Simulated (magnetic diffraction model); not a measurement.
# Magnetic neutron pattern of Tm3Co2SiGe2

Space group Cmcm (no. 63), a = 4.1680 Å, b = 10.3410 Å, c = 13.8930 Å.

| site | atom | x | y | z |
| --- | --- | --- | --- | --- |
| 8f | Tm | 0 | 0.0853 | 0.3883 |
| 4c | Tm | 1/2 | 0.1336 | 3/4 |
| 8f | Ge | 0 | 0.3746 | 0.4628 |
| 8f | Co | 0 | 0.2119 | 0.9175 |
| 4c | Si | 0 | 0.3305 | 3/4 |

The compound is invented for this exercise: a known structure type with other elements, its cell scaled to their sizes and not relaxed.

Only Tm is taken to order (form factors of Tm3+); orders and moment sizes are assumed, and not adapted to the symmetry. Radiation: neutrons of λ = 2.567 Å, 5° to 70°; isotropic B of 0.2 Å² (Tm), 0.24 Å² (Ge), 0.37 Å² (Co) and 0.41 Å² (Si). Simulated constant-wavelength pattern: nuclear and magnetic terms add, the magnetic one as |2.695 fm × Σ f S⊥ exp(2πi Q·r) exp(−B s²)|², summed over all Q at one angle with the factor 1/(sin²θ cos θ). For collinear order S is the moment m, which repeats by lattice and centring translations R with the sign exp(−2πi k·R). Free-ion form factors, Sears's scattering lengths of 1992, no absorption; a label names one of the reflections at its angle. The strongest nuclear line in the range is 100, and lines under 0.2 are left out.

Assume the order k = (1 0 0), collinear moments along [110], 4.6 μB on Tm; signs + at (0, 0.0853, 0.3883), + at (1/2, 0.4147, 0.6117), − at (1/2, 0.4147, 0.8883), + at (0, 0.0853, 0.1117), − at (1/2, 0.1336, 3/4), + at (0, 0.3664, 1/4).

Predict the pattern, nuclear and magnetic parts apart.

```tsv
2θ (°)	index	nuclear	magnetic
14.26	(0 1 0)	0.0	3.4
17.80	(0 1 1)	0.0	95.6
21.30	(0 0 2)	16.9	0.0
25.72	(0 1 2)	0.0	59.8
35.36	(0 1 3)	0.0	20.1
35.87	(1 0 0)	0.0	43.7
36.05	(0 2 2)	0.6	0.0
37.51	(1 0 1)	0.0	20.2
38.78	(1 1 0)	3.9	0.0
40.32	(1 1 1)	12.9	0.0
42.09	(1 0 2)	0.0	27.4
43.37	(0 0 4)	1.7	0.0
43.69	(0 2 3)	0.2	0.0
43.72	(0 3 0)	0.0	1.9
44.66	(1 1 2)	0.2	0.0
45.12	(0 3 1)	0.0	6.3
45.89	(0 1 4)	0.0	35.5
46.60	(1 2 0)	0.0	7.8
47.93	(1 2 1)	0.0	14.5
48.95	(1 0 3)	0.0	12.4
49.12	(0 3 2)	0.0	6.9
51.25	(1 1 3)	10.1	0.0
51.77	(1 2 2)	0.0	16.2
52.87	(0 2 4)	4.9	0.0
55.31	(0 3 3)	0.0	1.6
57.15	(0 1 5)	0.0	11.9
57.51	(1 0 4)	0.0	1.0
57.76	(1 2 3)	0.0	48.3
57.79	(1 3 0)	25.1	0.0
58.94	(1 3 1)	50.1	0.0
59.53	(0 4 0)	34.0	0.0
59.58	(1 1 4)	100.0	0.0
60.66	(0 4 1)	4.2	0.0
62.30	(1 3 2)	0.2	0.0
63.26	(0 2 5)	40.9	0.0
63.28	(0 3 4)	0.0	7.8
63.98	(0 4 2)	2.2	0.0
65.55	(1 2 4)	0.0	12.9
67.33	(0 0 6)	12.9	0.0
67.44	(1 0 5)	0.0	6.8
67.70	(1 3 3)	45.2	0.0
69.23	(0 1 6)	0.0	5.8
69.30	(0 4 3)	16.7	0.0
69.34	(1 1 5)	6.4	0.0
```

The strongest magnetic line in the range is (0 1 1) at 17.80° (95.6). On top of the Lorentz factor, which all lines share, magnetic lines fade with angle because f falls: for Tm3+ it is 0.97, 0.87, 0.75 and 0.49 at sin θ/λ = 0.1, 0.2, 0.3 and 0.5 Å⁻¹, while nuclear lengths stay constant. The order has no net moment.

[Logs are printed without paths, hosts, clocks, repeated set-up lines and the standing remarks that a program may print on its own settings, such as how far it seeks lower states.]
